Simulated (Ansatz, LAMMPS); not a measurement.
## Mg2+ TFSI- in diglyme and a fluorinated ether (TTE) at 300 K (126 atoms): a single point

Aim: energy, forces, charges and density of states of Mg2+ TFSI- in diglyme and a fluorinated ether (TTE) at 300 K (126 atoms) at a fixed geometry.

Main program and level: Ansatz 0.2.0; Kohn-Sham DFT, PBE+D3(BJ), PAW (set soft_2), plane waves.

### 1. Set-up

The cell holds 126 atoms: 30 C, 15 O, 30 H, 44 F, 2 N, 4 S and 1 Mg. Its edges and angles: a = 12.015 Å, b = 12.015 Å, c = 12.015 Å, α = 90.0°, β = 90.0°, γ = 90.0°. 1 diglyme, 4 a fluorinated ether (TTE), 1 Mg2+, 2 TFSI- placed at random, at 1.58 g/cm³; overlaps pushed apart, then 10 ps at 550 K with divalent ions of Li, Roberts, Chakravorty and Merz (J. Chem. Theory Comput. 9, 2733 (2013)); MMFF94 bonds, angles, torsions, charges and radii (Halgren, J. Comput. Chem. 17, 490 (1996)) in harmonic and 12-6 forms; charges of ions scaled by 0.8. Snapshot after 30 ps at 300 K and fixed volume.

Limits known from the start: The network of contacts between molecules at the start is that of the classical potential that made the cell, and needn't be the one that DFT or experiment would give. The density was typed from a rule of thumb and may lie off the real one at this temperature. Only the Γ point is sampled, in a cell whose shortest periodic width is 12 Å.

### 2. The classical run that made the cell

A classical potential supplies the starting structure, since it reaches far longer times than DFT.

This step: classical MD, divalent ions of Li, Roberts, Chakravorty and Merz (J. Chem. Theory Comput. 9, 2733 (2013)); MMFF94 bonds, angles, torsions, charges and radii (Halgren, J. Comput. Chem. 17, 490 (1996)) in harmonic and 12-6 forms; charges of ions scaled by 0.8 (LAMMPS 22 Jul 2025 - Update 4).

File in.lmp:

```
# Mg2+ TFSI- in diglyme and a fluorinated ether (TTE)
units real
atom_style full
boundary p p p
bond_style harmonic
angle_style harmonic
dihedral_style opls
improper_style harmonic
special_bonds lj 0 0 0.5 coul 0 0 0.75
read_data data.lmp
neigh_modify delay 0 every 1 check yes one 4000
comm_modify cutoff 12.0
timestep 0.5
thermo_style custom step time temp pe press density
thermo_modify norm yes
# push overlapping molecules apart
pair_style soft 2.6
pair_coeff * * 0.0
variable a equal ramp(1,60)
fix ad all adapt 1 pair soft a * * v_a
velocity all create 550 488620 mom yes dist gaussian
fix lim all nve/limit 0.03
fix lan all langevin 550 550 50 488621 zero yes
thermo 1000
run 3000 post no
unfix ad
pair_style lj/cut/coul/long 9.0
pair_modify mix arithmetic tail yes
pair_coeff 1 1 0.0678 3.3680   # C
pair_coeff 2 2 0.0763 3.0430   # O
pair_coeff 3 3 0.0216 2.5400   # H
pair_coeff 4 4 0.0801 2.5590   # F
pair_coeff 5 5 0.0721 3.5530   # N
pair_coeff 6 6 0.2681 3.4180   # S
# [... 20 lines left out ...]
compute msd all msd com yes
thermo 7500
fix md all nvt temp 300 300 100
run 30000 post no
print "== T300: mean square displacement over the hold $(c_msd[4]:%.2f) A^2"
unfix md
uncompute msd
write_dump all custom T300.dump id type xs ys zs modify sort id
```

Command:

```bash
$ lmp -in in.lmp -log none -nocite
```

Numbers of over 12 decimals in the logs are rounded to 6 here.

The program printed:

```text
LAMMPS (22 Jul 2025 - Update 4)
Reading data file ...
  orthogonal box = (0 0 0) to (12.01455 12.01455 12.01455)
  126 atoms
  orthogonal box = (0 0 0) to (12.01455 12.01455 12.01455)
  118 bonds
  213 angles
  216 dihedrals
WARNING: Bond/angle/dihedral extent > half of periodic box length
   Step          Time           Temp          PotEng         Press         Density
         0   0              550            0.72816659    -8025.8522      1.5769998
      1000   500            538.97415      2.3070187      17145.919      1.5769998
      2000   1000           518.74685      2.1622933      9984.9268      1.5769998
[... 42 lines left out ...]
WARNING: Bond/angle/dihedral extent > half of periodic box length
Loop time of 1.76843 s on 1 MPI rank(s) for 5000 steps with 126 atoms
WARNING: Bond/angle/dihedral extent > half of periodic box length
   Step          Time           Temp          PotEng         Press         Density
[... 2 lines left out ...]
     30000   29000          323.96477      3.0071382     -228.67789      1.5769998
     37500   36500          319.96889      3.1267367      1566.6141      1.5769998
     45000   44000          297.54748      3.0560409      7519.883       1.5769998
     47000   46000          284.56128      3.0688328      3129.0054      1.5769998
Loop time of 10.5587 s on 1 MPI rank(s) for 30000 steps with 126 atoms
== T300: mean square displacement over the hold 2.51 A^2
```

Wall time 17 s (1 thread of Arm Neoverse V2, shared host); peak memory 0.13 GiB.

The input also reads data.lmp (atoms, bonds and types; not printed here).

### 3. Plane-wave single point

One self-consistent run at the given positions yields energy and forces.

File input.yaml:

```yaml
crystal:
  lattice:
    - [12.01455, 0.0, 0.0]
    - [0.0, 12.01455, 0.0]
    - [0.0, 0.0, 12.01455]
  atoms:
    - { symbol: C, position: [0.23264, 0.64534, 0.15902] }
    - { symbol: O, position: [0.11622, 0.66226, 0.15614] }
    - { symbol: C, position: [0.07994, 0.65578, 0.04373] }
    - { symbol: C, position: [0.95803, 0.69218, 0.0352] }
    - { symbol: O, position: [0.89971, 0.63738, 0.12476] }
    - { symbol: C, position: [0.85542, 0.53697, 0.08522] }
    - { symbol: C, position: [0.83888, 0.45951, 0.18603] }
    - { symbol: O, position: [0.92654, 0.48818, 0.2612] }
    - { symbol: C, position: [0.93, 0.4041, 0.34881] }
    - { symbol: H, position: [0.26569, 0.6767, 0.24078] }
    - { symbol: H, position: [0.27088, 0.69656, 0.09479] }
    - { symbol: H, position: [0.24803, 0.55758, 0.14656] }
    - { symbol: H, position: [0.1323, 0.70358, 0.98853] }
    - { symbol: H, position: [0.08017, 0.56714, 0.01892] }
    - { symbol: H, position: [0.91411, 0.6781, 0.95664] }
    - { symbol: H, position: [0.95791, 0.78347, 0.04727] }
    - { symbol: H, position: [0.91816, 0.49196, 0.03029] }
    - { symbol: H, position: [0.77958, 0.54969, 0.05076] }
    - { symbol: H, position: [0.82956, 0.37031, 0.15463] }
    - { symbol: H, position: [0.75859, 0.48542, 0.22423] }
    - { symbol: H, position: [0.9994, 0.41041, 0.40598] }
    - { symbol: H, position: [0.9303, 0.31647, 0.31663] }
    - { symbol: H, position: [0.85606, 0.41041, 0.40796] }
    - { symbol: F, position: [0.30413, 0.50815, 0.45383] }
    - { symbol: C, position: [0.40412, 0.45974, 0.46136] }
    - { symbol: F, position: [0.39126, 0.36887, 0.39053] }
    - { symbol: C, position: [0.50185, 0.53326, 0.42703] }
    - { symbol: F, position: [0.47274, 0.59279, 0.33314] }
    - { symbol: F, position: [0.59761, 0.47597, 0.40751] }
    - { symbol: O, position: [0.52095, 0.61078, 0.5185] }
    - { symbol: C, position: [0.6054, 0.69669, 0.47996] }
    - { symbol: C, position: [0.70613, 0.65468, 0.41778] }
    [... 88 atom lines left out ...]
    - { symbol: O, position: [0.06561, 0.60446, 0.42101] }
    - { symbol: C, position: [0.19138, 0.69, 0.57224] }
    - { symbol: F, position: [0.24758, 0.61826, 0.63149] }
    - { symbol: F, position: [0.17792, 0.78194, 0.63813] }
    - { symbol: F, position: [0.26074, 0.71229, 0.48243] }
    - { symbol: Mg, position: [0.00256, 0.63687, 0.26767] }
kpoints:
  mp_grid: { grid: [1, 1, 1] }
hamiltonian:
  xc: pbe
  dispersion: d3bj
scf:
  occupations: { method: fixed }
output:
  forces: true
  stress: true
  populations: true
  dos:
    method: { smearing: { sigma: 0.08 } }
    de: 0.1
    projected: { site_lists: { C: [C], F: [F], H: [H], Mg: [Mg], "N": ["N"] } }
  eigenvalues: true
  write_density: true
  write_potential: true
  volumetric_format: npy
```

Command:

```bash
$ ansatz run input.yaml --threads 8 --pin off --max-ram 15872MiB --backend cpu --events-out ev --progress --plain --runs-dir out
```

The program printed:

```text
Engine: ansatz 0.2.0, aarch64-unknown-linux-gnu
Pseudopotentials: kind: paw
Pseudopotential: C, paw, valence charge 4, recommended cutoff 420 eV (normal), C.paw.azcp
Pseudopotential: O, paw, valence charge 6, recommended cutoff 420 eV (normal), O.paw.azcp
Pseudopotential: H, paw, valence charge 1, recommended cutoff 420 eV (normal), H.paw.azcp
Pseudopotential: F, paw, valence charge 7, recommended cutoff 420 eV (normal), F.paw.azcp
Pseudopotential: N, paw, valence charge 5, recommended cutoff 420 eV (normal), N.paw.azcp
Pseudopotential: S, paw, valence charge 6, recommended cutoff 420 eV (normal), S.paw.azcp
Pseudopotential: Mg, paw, valence charge 10, recommended cutoff 420 eV (normal), Mg.paw.azcp
[... 5 lines on functional and potentials left out ...]
Crystal: 126 atoms, lattice volume = 1734.293 Å³
Basis set: ecut = 420 eV, 33881 PW (Γ), exchange–correlation on 162×162×162 points (8 copies of the dense FFT grid, shifted against one another)
Bands: 422, of which v1, the nominal top of the filled ones, is band 296 counted from 1 (295 counted from 0)
Symmetry: 1 space group operations
Space group: P1 (ITA 1), of the structure as read, at distance tolerance 1.2e-4 Å
k-points: 1
[... 15 lines on functional and potentials left out ...]
Initial density: superposition of atomic densities (neutral atoms: chi_scale 0, normalization atom), corrected by the library's trained network
Initial wavefunctions: pseudopotential atomic-orbital guess
Functional: x = pbe(κ = 0.804, μ = 0.219515), c = pbe(β = 0.066725)
SCF iter   1: F=—  HF=-58349.219018 eV  |F-HF|=—  |Δ(HF+E_count)|=         —  Δρ=5.92e-3  dr2=7.15e-1  ethr=1.77e-3  ⟨swp⟩=5.0  Hψ=1575  notcnv=0  defer=123
preconditioner: auto → Resta (q_TF=auto, 2.281 Å⁻¹)  ε∞=2.4  [insulator: Δε(μ)=5.484 eV  Ē_g=18.218 eV  n_scr=364 (ndim 8)  ℏωp=21.5 eV  f_vac=0.373  ε∞_Penn≈2.4  vacuum switching on, ρ_ref=2.4e-2 e/Å³]
SCF iter   2: F=—  HF=-58348.997348 eV  |F-HF|=—  |Δ(HF+E_count)|=   2.22e-1  Δρ=2.92e-3  dr2=1.19e-1  ethr=1.21e-4  ⟨swp⟩=2.0  Hψ=723  notcnv=0  defer=123
SCF iter   3: F=—  HF=-58348.980351 eV  |F-HF|=—  |Δ(HF+E_count)|=   1.70e-2  Δρ=1.27e-3  dr2=2.62e-2  ethr=2.01e-5  ⟨swp⟩=4.0  Hψ=595  notcnv=0  defer=124
SCF iter   4: F=—  HF=-58348.975693 eV  |F-HF|=—  |Δ(HF+E_count)|=   4.66e-3  Δρ=4.18e-4  dr2=2.32e-3  ethr=4.43e-6  ⟨swp⟩=4.0  Hψ=597  notcnv=0  defer=124
SCF iter   5: F=—  HF=-58348.975611 eV  |F-HF|=—  |Δ(HF+E_count)|=   8.25e-5  Δρ=2.14e-4  dr2=6.18e-4  ethr=3.91e-7  ⟨swp⟩=2.0  Hψ=734  notcnv=0  defer=124
SCF iter   6: F=—  HF=-58348.975532 eV  |F-HF|=—  |Δ(HF+E_count)|=   7.93e-5  Δρ=5.91e-5  dr2=3.32e-5  ethr=1.04e-7  ⟨swp⟩=2.0  Hψ=549  notcnv=0  defer=124
SCF iter   7: F=—  HF=-58348.980022 eV  |F-HF|=—  |Δ(HF+E_count)|=   4.49e-3  Δρ=2.32e-5  dr2=6.00e-6  ethr=5.60e-9  ⟨swp⟩=2.0  Hψ=597  notcnv=0  defer=122
SCF iter   8: F=—  HF=-58348.980023 eV  |F-HF|=—  |Δ(HF+E_count)|=   2.20e-7  Δρ=6.40e-6  dr2=4.00e-7  ethr=1.01e-9  ⟨swp⟩=2.0  Hψ=585  notcnv=0  defer=122
SCF iter   9: F=-58348.980023 eV  HF=-58348.980023 eV  |F-HF|=1.07e-8  |Δ(HF+E_count)|=   1.83e-7  Δρ=2.16e-6  dr2=4.59e-8  ethr=1.69e-11  ⟨swp⟩=23.0  Hψ=4069  notcnv=0
SCF 1 converged in 9 iterations: F = -58348.980023 eV  dr2 = 4.59e-8
  greatest PAW one-centre occupation: 1.000 electrons in one spin orbital (limit 2), on the Mg atom at site 125 (counted from 0), in its partial waves of l = 0
WARN: The output density's exchange-correlation potential varies sharply where the density is thin. Do not read a vacuum level from v_tot or v_xc, or from such a field of the output density. On a cell that repeats whose density bears no net charge and no dipole along the vacuum's axis use v_es (v_loc + v_h of the components); [...]
SCF converged after 9 iterations
Free energy (F): -58348.980023 eV
Harris-Foulkes:  -58348.980023 eV  (|F-HF|=1.07e-8)
Internal energy: -58348.980023 eV  (E = F + TS)
E sigma→0 (E₀):  -58348.980023 eV
Fermi energy:    -0.521650 eV
--- Per-component energies (eV) ---
  E_band       = -6334.397187
  E_kinetic    = 15635.691151
  E_local      = -77355.985363  (includes V_loc(G=0)·N_el)
  E_nonlocal   = 5091.818676
  E_hartree    = 31292.421993
  E_xc         = -6831.809994
  E_vxc        = -8542.173273  (∫ρ·V_xc dr)
  E_paw        = -17135.088621  (= ΣΔE_a)
  E_vpaw       = -3748.679992  (= ΣTr[D̂ρ^β])
  E_aug_tail   = 0.085952  (compensation charges beyond the density's cutoff)
  E_ewald      = -9039.660874
  E_disp       = -6.452943  (pairwise vdW)
  E_smearing   = -0.000000  (= −TS)
  E_closure    = -0.000000  (closes the sum)
  Σ components = -58348.980023   (vs F -58348.980023, Δ=0.00e0)
--- Forces (eV/Å), atoms counted from 1 ---
  atom   1  C      1.17411576     0.61447335     1.32538822
  atom   2  O     -0.12684042     0.63497377    -0.26690601
  atom   3  C     -1.71568541    -1.51818104    -1.31953607
  atom   4  C      0.70839595     1.28583994     0.50666813
  atom   5  O      0.35509260     1.43007685    -0.14384932
  atom   6  C      3.28183917    -3.01597627     1.38398876
  atom   7  C     -1.51569623     1.02252708    -0.95393418
  atom   8  O      0.24080318    -2.34838429     0.85801707
  atom   9  C     -1.38001844    -1.07755406     1.31239490
  atom  10  H     -0.39818294    -0.56614744    -0.64918013
  atom  11  H      0.21287331     0.02276721    -0.23649392
  atom  12  H      0.47913358    -0.34911400    -0.03967598
  atom  13  H      0.35833143     0.30662812    -0.24149985
  atom  14  H      0.49424663     0.18170145    -0.16612428
[...]
atom 125  F     -1.18801833     0.58135490     0.55765502
  atom 126  Mg    -0.03454159    -0.72894934     0.23722045
  max |Σ_I F_I| component: 1.17e-4 eV/Å
--- Stress (GPa, compression-positive) ---
        2.847780       0.184556       0.353876
        0.184556       1.512675       0.099882
        0.353876       0.099881       2.387474
  P = ⅓ Tr σ = 2.2493 GPa (22.493 kbar)
--- Band table (eV) ---
  k-point 0: bands = ["-75.1769", "-41.9890", "-41.9222", "-41.9141", [... 406 levels ...], "10.2395", "10.2547", "10.3169", "10.3346", "10.3625", "10.4133", "10.4498", "10.4826", "10.5290", "10.5532", "10.5941", "10.6303"]
--- Löwdin populations: 126 sites ---
  site symbol       q [e]
     0      C      4.2332
     1      O      6.4225
     2      C      4.0812
[...]
125     Mg      8.3607
  spilling = 0.012045 (of n_electrons = 592.000000)
```

It took 14 s on 8 threads of Arm Neoverse V2, shared host; peak memory 2.4 GiB; 1.7 min of CPU time.

The program notes that the exchange-correlation potential is rough where the density is thin.

Read from the output:

```yaml
free_energy: -58348.9800 eV
free_energy_per_atom: -463.0871 eV/atom
scf_cycles: 9
pressure: 2.249 GPa
r_m_s_force_component: 1.066 eV/Å
longest_force: 4.763 eV/Å
fermi_energy: -0.5217 eV
spacing_of_highest_filled_and_lowest_empty_level: 4.847 eV
spilling_of_the_projection: 0.01205
```

Neighbours are counted within 1.62 Å (F-C), 2.32 Å (F-Mg), 1.85 Å (C-C), 1.34 Å (C-H), 1.73 Å (C-O), 2.21 Å (C-S), 1.88 Å (O-S), 2.52 Å (O-Mg), 1.98 Å (S-N).

Length of the force by element and coordination:

```tsv
element	coordination	atoms	mean length of the force (eV/Å)	spread	least	most
C	all	30	2.22	0.876	0.522	4.67
F	all	44	1.13	0.502	0.387	2.64
F	1	42	1.12	0.508	0.387	2.64
F	2	2	1.49	0.0901	1.40	1.58
H	all	30	1.09	0.642	0.193	3.45
Mg	all	1	0.767	0	0.767	0.767
N	all	2	2.75	0.617	2.13	3.36
O	all	15	1.65	0.789	0.394	2.99
O	1	7	1.28	0.707	0.394	2.67
O	2	5	2.22	0.567	1.54	2.99
O	3	3	1.56	0.742	0.700	2.51
S	all	4	4.36	0.260	4.04	4.76
```

Löwdin charges by element and coordination (they lack the spilled electrons, 0.057 e an atom on average):

```tsv
element	coordination	atoms	mean charge (e)	spread	least	most
C	all	30	0.352	0.345	-0.250	0.762
F	all	44	-0.236	0.0244	-0.313	-0.181
F	1	42	-0.234	0.0214	-0.283	-0.181
F	2	2	-0.289	0.0238	-0.313	-0.265
H	all	30	0.222	0.0209	0.176	0.264
Mg	all	1	1.64	0	1.64	1.64
N	all	2	-0.864	0.0284	-0.892	-0.835
O	all	15	-0.566	0.198	-0.829	-0.300
O	1	7	-0.736	0.0122	-0.756	-0.717
O	2	5	-0.421	0.205	-0.829	-0.300
O	3	3	-0.411	0.0109	-0.422	-0.397
S	all	4	2.21	0.03	2.18	2.26
```

Density of states as counts of states in windows of 1 eV (from the Fermi level), total and the larger projections:

```tsv
from (eV)	to (eV)	total	F p	C p	H s	C s
-18	-17	2.9	0.0	0.0	0.0	0.0
-17	-16	1.1	0.0	0.0	0.0	0.0
-16	-15	0.0	0.0	0.0	0.0	0.0
-15	-14	9.9	0.9	1.7	0.8	4.4
-14	-13	10.0	1.4	1.8	0.6	3.2
-13	-12	10.1	2.4	1.6	0.4	2.6
-12	-11	10.4	1.7	1.2	1.4	3.3
-11	-10	17.3	6.8	2.0	1.0	2.7
-10	-9	19.2	7.7	4.5	1.0	1.3
-9	-8	49.4	27.6	13.1	1.1	0.3
-8	-7	38.3	18.5	10.7	2.3	0.5
-7	-6	27.6	9.1	7.2	2.0	0.5
-6	-5	37.0	21.8	4.3	1.9	0.3
-5	-4	72.1	54.5	5.0	2.2	0.4
-4	-3	84.6	65.7	6.0	3.4	0.6
-3	-2	25.8	9.6	4.6	2.1	0.3
-2	-1	34.7	6.5	3.9	2.2	0.5
-1	0	14.7	0.6	0.6	0.4	0.2
0	1	1.1	0.0	0.0	0.0	0.0
1	4	0.0	0.0	0.0	0.0	0.0
4	5	2.1	0.3	1.0	0.1	0.1
```

The curve was stored every 0.100 eV, coarse against its broadening of 0.08 eV, so these counts are rough.

With fixed occupations the program's Fermi level is the highest filled level; weight inside the gap is the broadening of levels at its edges.

Between -26 and -18 eV lie 92 more states.

About 35 of the 592 electrons lie in deeper levels, below the stored range.

Not all projections were asked for or kept, so they needn't add up to the total.

The levels nearest the highest filled one (over half full), pooled over k-points and spins:

```tsv
level less the highest filled one (eV)	occupation
-0.868	2
-0.828	2
-0.596	2
-0.518	2
-0.206	2
0	2
4.85	0
5.08	0
5.15	0
5.21	0
5.35	0
5.50	0
```

Valence density in the bc plane at fractional x = 0.003, with atoms of H and F and N and C and S and O and Mg within 0.2 Å of it. It is the smooth field of the valence electrons, not physical close to the nuclei.

Ten steps, logarithmic in the rise over the least value, from '0' (0 e/Å³) to '9' (20 e/Å³), each cell a mean:
```
0000000000000000000001121100000000
0000000000000000000000000000000000
0023421111000001233100000000000000
0157853332210013566321122100000000
0157754443210013566433466420000000
0023434443100001344434577520000000
0001123432100000123324455310000000
0123333433221000124443221100000000
0245554345553100134432111100000000
0256654345775200134432334431000000
0134432223553100012233456642000000
0011110001111000000123345531000000
0000000000000000000123222210000000
1000000000001332001233210000000111
2100000000012342101222100000001344
3100000000012222100111100123322455
2000000000011111111147741257743443
1000000000000001221169961257753442
1000000000000001111136620123322343
1000000013321000000001100000001232
0000000147762000000001110000000000
0000000147863000000011222110000000
0000000024431000000012444321000000
0000000000000000000012343221000000
```
Columns run along b (12.0 Å), rows up along c (12.0 Å). Atoms in or near the plane, at fractional coordinates: H at (0.41, 0.41), F at (0.29, 0.11), N at (0.11, 0.61), C at (0.22, 0.79), F at (0.11, 0.83), S at (0.59, 0.74), O at (0.70, 0.77), Mg at (0.64, 0.27).

(Continued in part 2 of 2.)

[Logs are printed without paths, hosts, clocks, repeated set-up lines and the standing remarks that a program may print on its own settings, such as how far it seeks lower states.]

[Hosts, paths, dates, database ids (printed as entryN), source tags and the programs' standing remarks are cut or masked in the printed files.]

[The MMFF94 radii named for the starting cell were scaled by 0.96; in molecules described by MMFF94, hydrogen bound to N, O or S took a small fixed 12-6 site in their place.]
